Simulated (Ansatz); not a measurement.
# SrTiP2, from a guessed structure to a relaxed one, part 2 of 2

Starting from a made-up structure for SrTiP2, the aim is the relaxed cell, its shortest contacts and, where a second run follows, its electronic structure.

Ansatz 0.2.0; DFT, r2SCAN, plane-wave PAW, files of the set soft_1, scalar-relativistic, no spin, cell and ions relaxed at zero pressure; PAW set soft_1 (the session's first sound run).

So far: Set-up; Relaxing cell and atoms. The relaxed cell has a = 6.974, c = 8.448 Å (conventional setting).

## 3. Electronic structure of the relaxed cell

A second self-consistent run takes a narrower smearing and the mesh shown in its input; the bands follow along the standard path of the relaxed lattice.

This step: DFT, r2SCAN, plane-wave PAW, files of the set soft_1, scalar-relativistic, no spin, bands and density of states at the relaxed cell; PAW set soft_1 (Ansatz 0.2.0).

input.yaml

```yaml
crystal:
  lattice:
    - [-3.4871802715, 3.4871802715, 4.2238925234]
    - [3.4871802715, -3.4871802715, 4.2238925234]
    - [3.4871802715, 3.4871802715, -4.2238925234]
  atoms:
    - { symbol: Sr, position: [0.75, 0.25, 0.5] }
    - { symbol: Sr, position: [0.0, 0.0, 0.0] }
    - { symbol: Ti, position: [0.25, 0.75, 0.5] }
    - { symbol: Ti, position: [0.5, 0.5, 0.0] }
    - { symbol: P, position: [0.2001968396, 0.625, 0.0751968396] }
    - { symbol: P, position: [0.5498031604, 0.125, 0.9248031604] }
    - { symbol: P, position: [0.875, 0.7998031604, 0.4248031604] }
    - { symbol: P, position: [0.375, 0.4501968396, 0.5751968396] }
kpoints:
  mp_grid: { grid: [6, 6, 6] }
  band_path:
    path:
      - [[0.0, 0.0, 0.0], [0.0, 0.0, 0.5], [-0.3407949, 0.3407949, 0.5], [-0.42039745, 0.42039745, 0.42039745], [0.0, 0.0, 0.0], [0.5, 0.5, -0.5], [0.42039745, 0.57960255, -0.42039745], [0.0, 0.5, 0.0], [0.25, 0.25, 0.25], [0.5, 0.5, -0.3407949], [0.5, 0.5, -0.5]]
      - [[0.0, 0.0, 0.5], [0.25, 0.25, 0.25]]
    npoints: 7
scf:
  occupations: { method: fermi_dirac, width: 0.03 }
  n_extra_bands: 12
hamiltonian:
  xc: r2scan
  pseudopotentials: { kind: paw, azcp: { folder: soft_1 } }
output:
  forces: true
  stress: true
  write_bands: true
  dos: { projected: true }
  write_density: true
  write_potential: true
  elf: true
  volumetric_format: npy
```

Started as:

```sh
$ ansatz run input.yaml --threads 4 --pin off --max-ram 10240MiB --backend cpu --events-out ev --progress --plain --runs-dir out
```

Numbers of over 12 decimals in the logs are rounded to 6 here.

What it wrote:

```text
[...]
Crystal: 8 atoms, lattice volume = 205.457 Å³
Basis set: ecut = 500 eV, 5199 PW (Γ), exchange–correlation on 192×192×192 points (64 copies of the dense FFT grid, shifted against one another)
Bands: 44, of which v1, the nominal top of the filled ones, is band 32 counted from 1 (31 counted from 0)
Symmetry: 8 space group operations
[...]
k-points: 30 of 216 (time reversal used)
[...]
SCF iter   1: F=—  HF=-15164.282554 eV  |F-HF|=—  |Δ(HF+E_count)|=         —  Δρ=5.45e-2  dr2=8.83e0  dr2_τ=3.35e-1  ethr=3.10e-3  ⟨swp⟩=10.4  Hψ=7497  notcnv=0
[...]
SCF iter   9: F=-15163.653594 eV  HF=-15163.653594 eV  |F-HF|=1.69e-8  |Δ(HF+E_count)|=   9.68e-9  Δρ=3.04e-6  dr2=2.94e-8  dr2_τ=1.07e-9  ethr=1.56e-10  ⟨swp⟩=22.6  Hψ=13318  notcnv=0
SCF 1 converged in 9 iterations: F = -15163.653594 eV  dr2 = 2.94e-8
[...]
NSCF: frozen V_eff on 79 k-points
SCF converged after 9 iterations
Free energy (F): -15163.653594 eV
[...]
Internal energy: -15163.653594 eV  (E = F + TS)
E sigma→0 (E₀):  -15163.653594 eV
Entropy (-TS):   -0.000000 eV (-0.000 meV/atom)
Fermi energy:    7.072762 eV
[...]
--- Forces (eV/Å), atoms counted from 1 ---
  atom   1  Sr     0.00000000     0.00000000     0.00000000
  atom   2  Sr     0.00000000     0.00000000     0.00000000
  atom   3  Ti    -0.00000000    -0.00000000     0.00000000
  atom   4  Ti    -0.00000000     0.00000000     0.00000000
  atom   5  P     -0.00000000    -0.00548961    -0.00000000
  atom   6  P     -0.00000000     0.00548961     0.00000000
  atom   7  P      0.00548961    -0.00000000     0.00000000
  atom   8  P     -0.00548961     0.00000000    -0.00000000
  max |Σ_I F_I| component: 2.34e-17 eV/Å
--- Stress (GPa, compression-positive) ---
        0.031333       0.000000       0.000000
        0.000000       0.031333       0.000000
        0.000000       0.000000       0.013822
  P = ⅓ Tr σ = 0.0255 GPa (0.255 kbar)
--- Band table (eV; the first three rows and the last of 30) ---
  k-point 0: bands = [... 28 lower, 5.1661, 5.3218, 5.9116, 5.9116, 7.6297, 7.7223, 8.0226, 8.0492, ... 8 higher]
  k-point 1: bands = [... 28 lower, 5.1269, 5.5877, 5.7531, 6.0450, 7.5782, 7.6971, 7.9366, 7.9847, ... 8 higher]
  k-point 2: bands = [... 28 lower, 5.2580, 5.6482, 5.7393, 6.0338, 7.6910, 7.7815, 7.9854, 8.3859, ... 8 higher]
  k-point 29: bands = [... 28 lower, 5.5037, 5.5037, 6.6301, 6.6301, 7.7255, 7.7255, 8.1762, 8.1762, ... 8 higher]
```

Elapsed: 33 s, on 4 threads of Arm Neoverse V1, shared host; peak memory 1.2 GiB.

Reading the cycles: dr2 is the Hartree energy of the density residual (eV), the measure of convergence; HF is the Harris–Foulkes estimate of the energy, which meets the free energy F at convergence.

Numbers from this step:

```yaml
fermi_energy: 7.073 eV
pressure: 0.02550 GPa
```

From bands.tsv. The electronic bands at the labelled points (eV, zero at the valence top; v1 is the highest filled band, c1 the lowest empty one):

```csv
point,v4,v3,v2,v1,c1,c2,c3,c4
Γ,-1.47,-1.31,-0.72,-0.72,0.99,1.09,1.39,1.41
0.43 of the way,-1.52,-0.98,-0.94,-0.54,0.96,1.04,1.34,1.39
X,-1.16,-1.16,-0.80,-0.80,1.16,1.16,1.76,1.76
0.43 of the way,-1.14,-1.14,-0.68,-0.68,1.23,1.23,1.67,1.67
Y,-1.13,-1.13,-0.27,-0.27,1.30,1.30,1.46,1.46
0.43 of the way,-1.14,-1.12,-0.29,-0.10,1.18,1.33,1.44,1.50
S,-1.14,-1.12,-0.30,0.00,1.09,1.35,1.43,1.57
0.43 of the way,-1.24,-1.14,-0.95,-0.27,1.06,1.19,1.40,1.59
Γ,-1.47,-1.31,-0.72,-0.72,0.99,1.09,1.39,1.41
0.43 of the way,-1.71,-0.90,-0.66,-0.66,1.06,1.15,1.36,1.50
Z,-1.13,-1.13,-0.01,-0.01,1.09,1.09,1.54,1.54
0.43 of the way,-1.13,-1.13,-0.07,0.00,1.09,1.15,1.49,1.55
S1,-1.14,-1.12,-0.30,0.00,1.09,1.35,1.43,1.57
0.43 of the way,-1.26,-1.05,-0.80,-0.17,1.11,1.22,1.47,1.62
N,-1.30,-1.04,-0.71,-0.53,0.95,1.14,1.46,1.60
0.43 of the way,-1.22,-1.07,-0.87,-0.69,1.11,1.25,1.46,1.57
P,-1.23,-1.23,-1.00,-1.00,1.37,1.37,1.61,1.61
0.43 of the way,-1.20,-1.15,-0.91,-0.71,1.19,1.35,1.55,1.63
Y1,-1.13,-1.13,-0.27,-0.27,1.30,1.30,1.46,1.46
0.43 of the way,-1.13,-1.13,-0.11,-0.11,1.19,1.19,1.48,1.48
Z,-1.13,-1.13,-0.01,-0.01,1.09,1.09,1.54,1.54
jump to X,-1.16,-1.16,-0.80,-0.80,1.16,1.16,1.76,1.76
0.43 of the way,-1.17,-1.17,-0.89,-0.89,1.22,1.22,1.73,1.73
P,-1.23,-1.23,-1.00,-1.00,1.37,1.37,1.61,1.61
```

Counts of states for the cell as run, both spins, by energy window (eV from the valence-band top): Near the top, bands beyond those computed are missing, so counts there can be too low.

```
from  to  total
  -8  -7   0.00
  -7  -6   0.00
  -6  -5   0.00
  -5  -4   0.00
  -4  -3   2.50
  -3  -2   9.26
  -2  -1   8.18
  -1   0   4.06
   0   1   0.23
   1   2   9.57
   2   3   5.98
   3   4   4.86
   4   5   3.36
```

Below -8 eV lie 40.0 more states.

Electrostatic potential energy in the ab plane of the cell as run, not the conventional one, at fractional z = 0.000, with atoms of Sr and Ti within 0.2 Å of it. With pseudopotentials it is smooth inside the atoms' cores, unlike the true potential.

Ten even steps from '_' (-63 eV) to '@' (11 eV), each cell a mean:
```
____**%%@@@@@@@@@@@@@@@@@@@@%%##::__
::++%%@@@@@@@@@@@@@@@@@@@@@@@@%%++::
##%%@@@@@@@@@@@@@@@@@@@@@@@@@@%%%%##
@@@@@@@@@@@@@@@@@@@@@@@@@@@@@@@@@@%%
@@@@@@%%@@@@@@@@@@@@@@@@@@@@@@@@@@@@
@@%%**++**%%@@@@@@%%%%@@@@@@@@@@@@@@
@@**----==##@@%%**++**%%@@@@@@@@@@@@
%%++----==%%%%**==--==**%%@@@@@@@@@@
@@**====**%%##==------++%%@@@@@@@@@@
@@%%%%%%%%@@##==----==**@@@@@@@@@@@@
@@@@@@@@@@@@%%**====**%%@@@@@@@@@@@@
@@@@@@@@@@@@@@%%####%%@@@@@@@@@@@@@@
@@@@@@@@@@@@@@@@@@%%%%##%%@@@@@@@@@@
@@@@@@@@@@@@@@@@%%**====**@@@@@@@@@@
%%%%%%@@@@@@@@@@%%==----++%%@@@@@@%%
==++##%%@@@@@@@@%%==----**@@@@@@%%**
__..++%%@@@@@@@@%%**++**%%@@@@%%++__
____==%%@@@@@@@@@@@@%%@@@@@@@@##::__
```
Columns run along a (6.5 Å; values clipped at the 3rd and 97th percentile), rows up along b (6.5 Å). Atoms in or near the plane, at fractional coordinates: Sr at (0.00, 0.00), Ti at (0.50, 0.50).

Valence density in the ab plane of the cell as run, not the conventional one, at fractional z = 0.000, with atoms of Sr and Ti within 0.2 Å of it. It is the smooth field of the valence electrons, not physical close to the nuclei.

Values in units of 1e0 e/Å³, 10 rows by 16 columns, each cell a mean:
```
2.2 1.7 0.5 0.1 0.0 0.0 0.1 0.1 0.1 0.1 0.1 0.1 0.1 0.3 1.4 2.3
0.5 0.3 0.2 0.1 0.1 0.1 0.0 0.0 0.0 0.0 0.0 0.0 0.0 0.1 0.3 0.5
0.2 0.3 0.4 0.4 0.3 0.2 0.1 0.1 0.1 0.1 0.1 0.0 0.0 0.0 0.0 0.1
0.3 0.6 0.6 0.6 0.6 0.4 0.3 0.7 1.2 0.6 0.2 0.1 0.0 0.0 0.1 0.1
0.4 0.6 0.6 0.6 0.7 0.5 1.6 6.5 8.9 4.3 0.6 0.1 0.0 0.0 0.1 0.2
0.2 0.3 0.4 0.4 0.3 0.3 1.5 5.2 6.0 2.4 0.4 0.1 0.1 0.0 0.0 0.1
0.1 0.1 0.1 0.1 0.1 0.1 0.2 0.5 0.6 0.5 0.4 0.2 0.1 0.1 0.0 0.0
0.1 0.1 0.0 0.0 0.0 0.1 0.2 0.4 0.7 0.7 0.6 0.5 0.2 0.1 0.1 0.1
1.2 0.9 0.3 0.1 0.0 0.1 0.2 0.5 0.6 0.5 0.6 0.5 0.3 0.1 0.3 0.8
2.1 2.3 0.9 0.1 0.0 0.1 0.1 0.3 0.4 0.5 0.4 0.3 0.2 0.3 1.4 2.4
```
Columns run along a (6.5 Å), rows up along b (6.5 Å). Atoms in or near the plane, at fractional coordinates: Sr at (0.00, 0.00), Ti at (0.50, 0.50).

ELF in the ab plane of the cell as run, not the conventional one, at fractional z = 0.000, with atoms of Sr and Ti within 0.2 Å of it. It is the smooth field of the valence electrons, not physical close to the nuclei.

Values, 10 rows by 16 columns, each cell a mean:
```
0.58 0.80 0.56 0.10 0.05 0.10 0.26 0.43 0.52 0.53 0.46 0.24 0.06 0.46 0.83 0.66
0.45 0.30 0.26 0.39 0.40 0.25 0.10 0.07 0.07 0.08 0.07 0.05 0.03 0.12 0.41 0.52
0.47 0.72 0.83 0.83 0.79 0.66 0.34 0.08 0.04 0.05 0.07 0.09 0.07 0.03 0.05 0.18
0.84 0.82 0.52 0.50 0.80 0.75 0.30 0.27 0.38 0.22 0.06 0.06 0.07 0.06 0.18 0.60
0.83 0.76 0.45 0.59 0.83 0.54 0.45 0.70 0.69 0.71 0.27 0.04 0.05 0.06 0.24 0.66
0.75 0.80 0.80 0.81 0.69 0.24 0.41 0.67 0.65 0.53 0.20 0.15 0.13 0.06 0.14 0.50
0.36 0.48 0.52 0.48 0.28 0.09 0.14 0.33 0.49 0.60 0.70 0.69 0.54 0.24 0.08 0.15
0.11 0.09 0.05 0.05 0.10 0.36 0.67 0.81 0.79 0.61 0.67 0.82 0.78 0.46 0.09 0.06
0.78 0.73 0.46 0.08 0.09 0.49 0.76 0.81 0.62 0.33 0.61 0.86 0.73 0.23 0.33 0.68
0.32 0.76 0.80 0.24 0.05 0.36 0.68 0.79 0.82 0.82 0.85 0.76 0.31 0.32 0.79 0.56
```
Columns run along a (6.5 Å), rows up along b (6.5 Å). Atoms in or near the plane, at fractional coordinates: Sr at (0.00, 0.00), Ti at (0.50, 0.50).

## 4. What came out

| Property | Result |
| --- | --- |
| space group, relaxed | I-42d |
| conventional cell | a = 6.974, b = 6.974, c = 8.448 Å; α = 90.0°, β = 90.0°, γ = 90.0° |
| volume per atom | 25.68 Å³ (guess 29.01) |

In words: SrTiP2 relaxes to I-42d with a = 6.974, b = 6.974 and c = 8.448 Å. The guessed volume was 13 % too large. The space group I-42d was held in the relaxation, so the end point is a stationary structure within it and may be a saddle against distortions or other arrangements. It has an indirect Kohn–Sham gap of 0.91 eV, which semilocal functionals understate. On the 6×6×6 mesh with the narrower smearing (relaxed on 6×6×6) the largest force component is 0.005 eV/Å and the largest stress component is 0.031 GPa, within the relaxation's thresholds of 0.015 eV/Å and 0.05 GPa. The cutoff wasn't tested. A vector of the cell changed its length by 13 %, more than the volume shows. No dispersion term is used, so weakly bound directions may come out too long. The runs have no spin, and magnetism wasn't tested. Nothing here tests whether the compound is stable against decomposition.

[Logs are printed without paths, hosts, clocks, repeated set-up lines and the standing remarks that a program may print on its own settings, such as how far it seeks lower states.]

[Hosts, paths, dates, database ids (printed as entryN), source tags and the programs' standing remarks are cut or masked in the printed files.]
